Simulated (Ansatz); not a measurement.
## Zr (Im-3m, 1 atom in the cell): from the cell to its phonons

Wanted: vibrations and spectra of Zr (Im-3m, 1 atom in the cell); the cell is already relaxed.

Program: Ansatz 0.2.0. Level of theory: DFT PBEsol, scalar-relativistic, plane waves, PAW; PAW set soft_1. Results are calculated unless marked as measured.

This is not the structure that Zr takes at ambient pressure and room temperature (hexagonal, No. 194); it is a model or a phase of other conditions.

## Step 1: The structure

It takes space group Im-3m (No. 229, cubic). The conventional cell has a = 3.521 Å, b = 3.521 Å, c = 3.521 Å, α = 90.00°, β = 90.00°, γ = 90.00°. Nearest to Zr lie 8 Zr at 3.05 Å.

Structure file:

```cif
data_structure
_symmetry_space_group_name_H-M 'P 1'
_symmetry_Int_Tables_number 1
_cell_length_a 3.0493
_cell_length_b 3.0493
_cell_length_c 3.0493
_cell_angle_alpha 109.471
_cell_angle_beta 109.471
_cell_angle_gamma 109.471
_cell_volume 21.83
loop_
_atom_site_label
_atom_site_type_symbol
_atom_site_fract_x
_atom_site_fract_y
_atom_site_fract_z
_atom_site_occupancy
Zr1 Zr 0.00000 0.00000 0.00000 1
```

## Step 2: Response at finite wavevector

The cell comes from relaxations at this level that are not shown. Stability and thermal properties need the whole zone. Linear response on a 4×4×4 q mesh gives force constants as far as a supercell of that size would.

File input.yaml:

```yaml
crystal:
  lattice:
    - [-1.7605290631, 1.7605290631, 1.7605290631]
    - [1.7605290631, -1.7605290631, 1.7605290631]
    - [1.7605290631, 1.7605290631, -1.7605290631]
  atoms:
    - { symbol: Zr, position: [0.0, 0.0, 0.0] }
kpoints:
  mp_grid: { grid: [16, 16, 16] }
hamiltonian:
  xc: pbesol
  pseudopotentials: { kind: paw, azcp: { folder: soft_1 }, xc_functional: pbe }
scf:
  occupations: { method: methfessel_paxton, width: 0.2 }
output:
  eigenvalues: true
phonons:
  method: dfpt
  qmesh: [4, 4, 4]
  temperatures: { t_max: 1000, t_step: 50 }
  qpath:
    path:
      - [[0.0, 0.0, 0.0], [0.5, -0.5, 0.5], [0.0, 0.0, 0.5], [0.0, 0.0, 0.0], [0.25, 0.25, 0.25], [0.5, -0.5, 0.5]]
      - [[0.25, 0.25, 0.25], [0.0, 0.0, 0.5]]
    npoints: 10
```

Run with:

```
ansatz run input.yaml --threads 4 --pin off --max-ram 10240MiB --backend cpu --events-out ev --progress --plain --runs-dir out
```

Numbers of over 12 decimals in the logs are rounded to 6 here.

Log:

```text
Engine: ansatz 0.2.0, aarch64-unknown-linux-gnu
Pseudopotentials: kind: paw
Pseudopotential: Zr, paw, valence charge 12, recommended cutoff 420 eV (normal), soft_1/Zr.paw.azcp
Functional definition: PBEsol
  exchange = pbesol_x
  correlation = pbesol_c
Crystal: 1 atoms, lattice volume = 21.827 Å³
Basis set: ecut = 420 eV, 429 PW (Γ), exchange–correlation on 48×48×48 points (8 copies of the dense FFT grid, shifted against one another)
Bands: 10, of which v1, the nominal top of the filled ones, is band 6 counted from 1 (5 counted from 0)
Symmetry: 48 space group operations
k-points: 145 of 4096
Non-local potential: Zr, projectors of the file, l = 0: 3, l = 1: 2, l = 2: 2, l = 3: 1
PAW form: soft (Blöchl's): semilocal exchange-correlation on the pseudo side does not see the compensation charge
PAW frozen core: Zr, regenerated for the run's functional, and the local potential with it (the file was generated under x = pbe(κ = 0.804, μ = 0.219515), c = pbe(β = 0.066725))
PAW one-centre angular grid: Zr, 590 points (default); XC on 64 Gauss nodes
Initial density: superposition of atomic densities (chi_scale 0.1, normalization cell)
Initial wavefunctions: pseudopotential atomic-orbital guess
Functional: x = pbesol(κ = 0.804, μ = 0.123457), c = pbesol(β = 0.046)
SCF iter   1: F=—  HF=-4128.663148 eV  |F-HF|=—  |Δ(HF+E_count)|=         —  Δρ=2.38e-2  dr2=1.71e-1  ethr=3.10e-3  ⟨swp⟩=5.0  Hψ=8108  notcnv=0
preconditioner: auto → none  [metal: Δε(μ)=0.008 eV  Ē_g=5.415 eV  σ=0.200 eV  W_gap=0.03  n_scr=0 (ndim 8)  ℏωp=15.9 eV  f_vac=0.000  D(μ)=1.77/eV (n_scr^D=18)]
SCF iter   2: F=—  HF=-4128.592861 eV  |F-HF|=—  |Δ(HF+E_count)|=   7.03e-2  S|Δr|=    0.00e0  Δρ=5.97e-3  dr2=5.30e-3  ethr=1.42e-3  ⟨swp⟩=3.0  Hψ=3889  notcnv=0  defer=4
SCF iter   3: F=—  HF=-4128.592930 eV  |F-HF|=—  |Δ(HF+E_count)|=   6.87e-5  S|Δr|=    0.00e0  Δρ=2.31e-3  dr2=4.65e-4  ethr=4.42e-5  ⟨swp⟩=2.1  Hψ=1818  notcnv=0  defer=4
SCF iter   4: F=—  HF=-4128.593190 eV  |F-HF|=—  |Δ(HF+E_count)|=   2.60e-4  S|Δr|=    0.00e0  Δρ=1.36e-4  dr2=1.65e-6  ethr=3.88e-6  ⟨swp⟩=2.0  Hψ=1821  notcnv=0  defer=4
SCF iter   5: F=—  HF=-4128.593191 eV  |F-HF|=—  |Δ(HF+E_count)|=   1.22e-6  S|Δr|=    0.00e0  Δρ=1.35e-5  dr2=9.40e-9  ethr=1.38e-8  ⟨swp⟩=2.1  Hψ=2171  notcnv=0  defer=4
SCF iter   6: F=—  HF=-4128.593191 eV  |F-HF|=—  |Δ(HF+E_count)|=   1.29e-9  S|Δr|=    0.00e0  Δρ=7.79e-7  dr2=5.63e-11  ethr=7.83e-11  ⟨swp⟩=2.5  Hψ=2305  notcnv=0  defer=4
SCF iter   7: F=-4128.593191 eV  HF=-4128.593191 eV  |F-HF|=9.09e-13  |Δ(HF+E_count)|=  1.09e-11  S|Δr|=    0.00e0  Δρ=8.96e-8  dr2=8.24e-13  ethr=1.00e-12  ⟨swp⟩=5.3  Hψ=5522  notcnv=0
SCF 1 converged in 7 iterations: F = -4128.593191 eV  dr2 = 8.24e-13
  greatest PAW one-centre occupation: 0.996 electrons in one spin orbital (limit 2), on the Zr atom at site 0 (counted from 0), in its partial waves of l = 0
NSCF: frozen V_eff on 145 k-points
NSCF: frozen V_eff on 349 k-points
DFPT response loops at q = (0, 0, 0) (fractional): preconditioner auto → Kerker (q_TF=auto, 2.469 Å⁻¹) (partly filled bands, converged f_vac=0.000); β = 1.00, the filter's whole step (`scf.mixing.beta` (0.50) is not read by the response loops under this deck's `scf.mixing.preconditioner`; to damp them name `kerker` or `kerker_dos`, under which they read `scf.mixing.beta`, and type it under 1.00, their step now; both keys bind the ground state too); Broyden in place of MSR1
NSCF: frozen V_eff on 4352 k-points
DFPT response loops at q = (0, 0, 0.25) (fractional): mixed as the last ones told, above
NSCF: frozen V_eff on 2196 k-points
DFPT response loops at q = (0, 0, -0.5) (fractional): mixed as the last ones told, above
NSCF: frozen V_eff on 8192 k-points
DFPT response loops at q = (0, 0.25, 0.25) (fractional): mixed as the last ones told, above
NSCF: frozen V_eff on 1178 k-points
DFPT response loops at q = (0.25, 0.25, 0.25) (fractional): mixed as the last ones told, above
NSCF: frozen V_eff on 2320 k-points
DFPT response loops at q = (0.25, 0.25, -0.25) (fractional): mixed as the last ones told, above
NSCF: frozen V_eff on 4352 k-points
DFPT response loops at q = (0.25, -0.5, -0.5) (fractional): mixed as the last ones told, above
NSCF: frozen V_eff on 698 k-points
DFPT response loops at q = (-0.5, -0.5, -0.5) (fractional): mixed as the last ones told, above
SCF converged after 7 iterations
Stability not checked: this state was not tested for a lower state beside it, because cold or Methfessel-Paxton smearing, or corrected tetrahedra, fill the levels in a way that the test cannot read (fill_not_monotonic; see scf.lower_state_search)
Free energy (F): -4128.593191 eV
Harris-Foulkes:  -4128.593191 eV  (|F-HF|=9.09e-13)
Internal energy: -4128.592712 eV  (E = F + TS)
E sigma→0 (E₀):  -4128.593071 eV
Entropy (-TS):   -0.000479 eV (-0.479 meV/atom)
Fermi energy:    14.610669 eV
--- Per-component energies (eV) ---
  E_band       = -84.002871
  E_kinetic    = 317.334386
  E_local      = -575.637626  (includes V_loc(G=0)·N_el)
  E_nonlocal   = 77.499249
  E_hartree    = 187.546848
  E_xc         = -153.843995
  E_vxc        = -182.668514  (∫ρ·V_xc dr)
  E_paw        = -2910.086108  (= ΣΔE_a)
  E_vpaw       = -95.624020  (= ΣTr[D̂ρ^β])
  E_aug_tail   = -0.000024  (compensation charges beyond the density's cutoff)
  E_ewald      = -1071.571162
  E_core_change = 0.165721  (= ΣΔE_core)
  E_smearing   = -0.000479  (= −TS)
  E_closure    = -0.000000  (closes the sum)
  Σ components = -4128.593191   (vs F -4128.593191, Δ=0.00e0)
--- Band table (eV; the first three rows and the last of 145) ---
  k-point 0: bands = ["-33.6342", "-11.0709", "-11.0709", "-11.0709", "9.1449", "15.7658", "15.7658", "15.7658", "18.4304", "18.4304"]
  k-point 1: bands = ["-33.6268", "-11.1203", "-11.0858", "-11.0714", "9.2892", "15.6674", "15.7344", "15.9061", "18.2718", "18.4279"]
  k-point 2: bands = ["-33.6055", "-11.2591", "-11.1277", "-11.0726", "9.7001", "15.4033", "15.5988", "16.3212", "17.9778", "18.4319"]
  k-point 144: bands = ["-33.2946", "-11.8851", "-11.8851", "-11.8851", "11.8075", "11.8075", "20.7093", "20.7093", "20.7093", "22.4986"]
--- Phonons (Γ-DFPT): 1 representative perturbation + reference (Σ response iterations 3) ---
  ASR residual: 8.048e-5 → 0.000e0 eV/Å²; symmetrization residual: 2.538e-13 eV/Å²
  ASR residual per site (eV/Å²): 8.05e-5
  Γ frequencies (cm⁻¹): 0.00 0.00 0.00
--- Phonons (arbitrary-q DFPT): 8 irreducible q on the 4×4×4 mesh ---
  q = [0.0000, 0.0000, 0.0000] (star 1, of the zone-centre solve; hermiticity 9.33e-10, symmetrization 2.76e-9): 0.00 0.00 0.00
  q = [0.0000, 0.0000, 0.2500] (star 12, 2 solved perturbations in 3336 linear systems a pass and spin channel, the states on 2176 of 4096 k-point pairs; hermiticity 5.78e-14, symmetrization 1.61e-13): -35.25 62.69 123.82
  q = [0.0000, 0.0000, -0.5000] (star 6, 2 solved perturbations in 1719 linear systems a pass and spin channel, the states on 1098 of 4096 k-point pairs; hermiticity 1.91e-13, symmetrization 1.30e-13): -74.89 102.20 112.56
  q = [0.0000, 0.2500, 0.2500] (star 24, 2 solved perturbations in 6272 linear systems a pass and spin channel, the states on 4096 of 4096 k-point pairs; hermiticity 9.23e-7, symmetrization 8.13e-14): -40.60 80.34 137.54
  q = [0.2500, 0.2500, 0.2500] (star 2, 1 solved perturbation on 589 of 4096 k-point pairs; hermiticity 1.50e-13, symmetrization 9.25e-13): 61.01 61.01 61.01
  q = [0.2500, 0.2500, -0.2500] (star 6, 2 solved perturbations in 1808 linear systems a pass and spin channel, the states on 1160 of 4096 k-point pairs; hermiticity 9.82e-14, symmetrization 8.28e-14): 105.44 108.83 108.83
  q = [0.2500, -0.5000, -0.5000] (star 12, 2 solved perturbations in 3336 linear systems a pass and spin channel, the states on 2176 of 4096 k-point pairs; hermiticity 4.08e-15, symmetrization 4.99e-14): 123.05 144.18 152.74
  q = [-0.5000, -0.5000, -0.5000] (star 1, 1 solved perturbation on 349 of 4096 k-point pairs; hermiticity 1.37e-14, symmetrization 5.84e-14): 179.49 179.49 179.49
  sum rule: each row above includes the acoustic sum rule's correction from the zone centre's row sums; it moved no ω² by more than (0.49 cm⁻¹)²
  mesh force constants: q→R imaginary residual 0.00e0; ASR residual 8.048e-5 → 0.000e0 eV/Å²; symmetrization residual 1.776e-15 eV/Å²
  interpolated dispersion: 62 rows × 3 modes
  density of states and harmonic sums: on the 28×28×28 q-mesh, interpolated from the force constants of a 4×4×4 supercell (no non-analytic term)
  largest difference from the sums on the solved wave vectors: F 5.74e-2 eV, S 7.34e-5 and C_V 1.63e-5 eV/K
  zero-point energy: 0.016277 eV/cell   skipped modes (ω ≤ 0): 314, of them read as no rigid motion or as one in doubt: 311 (5.176e-1 modes/cell left out, lowest -75.17 cm⁻¹)   left out of the sums: 1.73e-1 of the cell's modes: C_V's classical limit lies that fraction below 3 k_B per atom; for a crystal, a wire or a layer, F and S can be off by more, and a phonons.interpolated_qmesh denser along its periods is the remedy for the sampling
```

Run time: 2.5 min. Hardware: 4 threads of Arm Neoverse N1, shared host; peak memory 2.1 GiB.

This step gave:

| Item | Value |
| --- | --- |
| volume per atom | 21.83 Å³ |
| gap on the k-mesh | 0 eV |
| sum-rule residual before enforcement | 8.05e-5 eV/Å² |
| lowest frequency on the path | -75.25 cm⁻¹ |
| highest frequency on the path or at a solved wavevector | 179.5 cm⁻¹ |
| lowest mode on the q mesh (acoustic modes at Γ apart) | -74.89 cm⁻¹ |

Frequencies (cm⁻¹) solved at each irreducible wavevector; negative means imaginary. Frequencies by wavevector, by row:

```csv
q in reciprocal lattice units,star,mode 1,mode 2,mode 3
0 0 0,1,0,0,0
0 0 0.25,12,-35.2,62.7,123.8
0 0 -0.5,6,-74.9,102.2,112.6
0 0.25 0.25,24,-40.6,80.3,137.5
0.25 0.25 0.25,2,61,61,61
0.25 0.25 -0.25,6,105.4,108.8,108.8
0.25 -0.5 -0.5,12,123,144.2,152.7
-0.5 -0.5 -0.5,1,179.5,179.5,179.5
```

Interpolated from a 4×4×4 q mesh. The phonon branches at the labelled points (cm⁻¹):

| point | branch 1 | branch 2 | branch 3 |
| --- | --- | --- | --- |
| Γ | 0 | 0 | 0 |
| halfway | 105 | 109 | 109 |
| H | 180 | 180 | 180 |
| halfway | 123 | 144 | 153 |
| N | -75 | 102 | 113 |
| halfway | -35 | 63 | 124 |
| Γ | 0 | 0 | 0 |
| halfway | -32 | -32 | 148 |
| P | 61 | 61 | 61 |
| halfway | 91 | 138 | 138 |
| H | 180 | 180 | 180 |
| jump to P | 61 | 61 | 61 |
| halfway | -71 | 88 | 114 |
| N | -75 | 102 | 113 |

The phonon branches as a text plot (rows in cm⁻¹):

```
    174 |          *****                                ***
    164 |         *    **                              **
    153 |        *      **                 **         **
    142 |        *      ***                  *       *
    132 |       *         *               *
    121 |       *        * *   ***            *     * *
    111 |     **           ****   *      *         *         ****
    100 |    *            * ***                *  *         *  **
     89 |   **                 **  *                 *        *
     79 |  *                            *        *         ***
     68 |                           *                      *
     57 |   *                    *              *
     47 | *                       *    *            *
     36 |  *                       * *         *           *
     26 |                           *
     15 | *                          * ***
      4 |*                           **
     -6 |                           *
    -17 |                          *      *
    -27 |                         *        *  *  *
    -38 |                  *     *          **     *
    -49 |                                         *         *
    -59 |                       *                            *
    -70 |                   ****                              ***
         Γ           H       N        Γ         P        H|P    N
```

Tetrahedra on a 28×28×28 mesh, mean over bins of 2 cm-1. Interpolated from a 4×4×4 q mesh. Table of phonon density of states by wavenumber; read off at these points:

| wavenumber (cm⁻¹) | phonon density of states (1/cm⁻¹/cell) |
| --- | --- |
| -75.0 | 0.00133 |
| -70.0 | 0.00719 |
| -65.0 | 0.00914 |
| -60.0 | 0.0114 |
| -57.0 | 0.0144 |
| -55.0 | 0.0141 |
| -50.0 | 0.0117 |
| -45.0 | 0.00902 |
| -40.0 | 0.00737 |
| -35.0 | 0.00591 |
| -30.0 | 0.00509 |
| -25.0 | 0.0044 |
| -20.0 | 0.00387 |
| -15.0 | 0.00338 |
| -10.0 | 0.00316 |
| -5.0 | 0.00291 |
| 0.0 | 0.00301 |
| 5.0 | 0.00332 |
| 10.0 | 0.00402 |
| 15.0 | 0.00379 |
| 20.0 | 0.00427 |
| 25.0 | 0.00528 |
| 30.0 | 0.00605 |
| 35.0 | 0.007 |
| 40.0 | 0.00793 |
| 45.0 | 0.00872 |
| 50.0 | 0.00954 |
| 55.0 | 0.0103 |
| 60.0 | 0.0111 |
| 65.0 | 0.0118 |
| 70.0 | 0.0125 |
| 75.0 | 0.0131 |
| 80.0 | 0.0140 |
| 85.0 | 0.0147 |
| 90.0 | 0.0158 |
| 95.0 | 0.0171 |
| 100.0 | 0.0189 |
| 105.0 | 0.0171 |
| 110.0 | 0.0169 |
| 115.0 | 0.0220 |
| 120.0 | 0.0278 |
| 125.0 | 0.0337 |
| 129.0 | 0.0415 |
| 130.0 | 0.0406 |
| 135.0 | 0.0391 |
| 140.0 | 0.0293 |
| 145.0 | 0.0200 |
| 150.0 | 0.0126 |
| 155.0 | 0.00994 |
| 160.0 | 0.00855 |
| 165.0 | 0.00717 |
| 170.0 | 0.00569 |
| 175.0 | 0.00384 |

Second derivatives of the energy by pair, one row for each kind of neighbour of each atom listed. Each entry sums the pair over the periodic images of the supercell that the q mesh stands for, and in a polar crystal it holds the long-range dipole part too. Force constants by pair, by row:

| atom | neighbour | distance (Å) | third of the trace (eV/Å²) | along the pair's line (eV/Å²) |
| --- | --- | --- | --- | --- |
| Zr1 | itself | 0 | 3.371 | – |
| Zr1 | Zr | 3.049 | -0.6012 | -1.655 |
| Zr1 | Zr | 3.521 | 0.3988 | 0.5211 |
| Zr1 | Zr | 4.98 | 0.0251 | -0.1856 |
| Zr1 | Zr | 5.839 | -0.0248 | -0.0955 |
| Zr1 | Zr | 6.099 | -0.0515 | -0.0683 |
| Zr1 | Zr | 7.042 | -0.1154 | -0.2336 |

Symmetry leaves 8 wavevectors to solve. The lowest mode among them, the acoustic zeros apart, lies at q = (0, 0, -0.5) and is imaginary, 74.9i cm⁻¹, so the energy falls along it.

[end of part 1 of 2]

[Logs are printed without paths, hosts, clocks, repeated set-up lines and the standing remarks that a program may print on its own settings, such as how far it seeks lower states.]

[Hosts, paths, dates, database ids (printed as entryN), source tags and the programs' standing remarks are cut or masked in the printed files.]
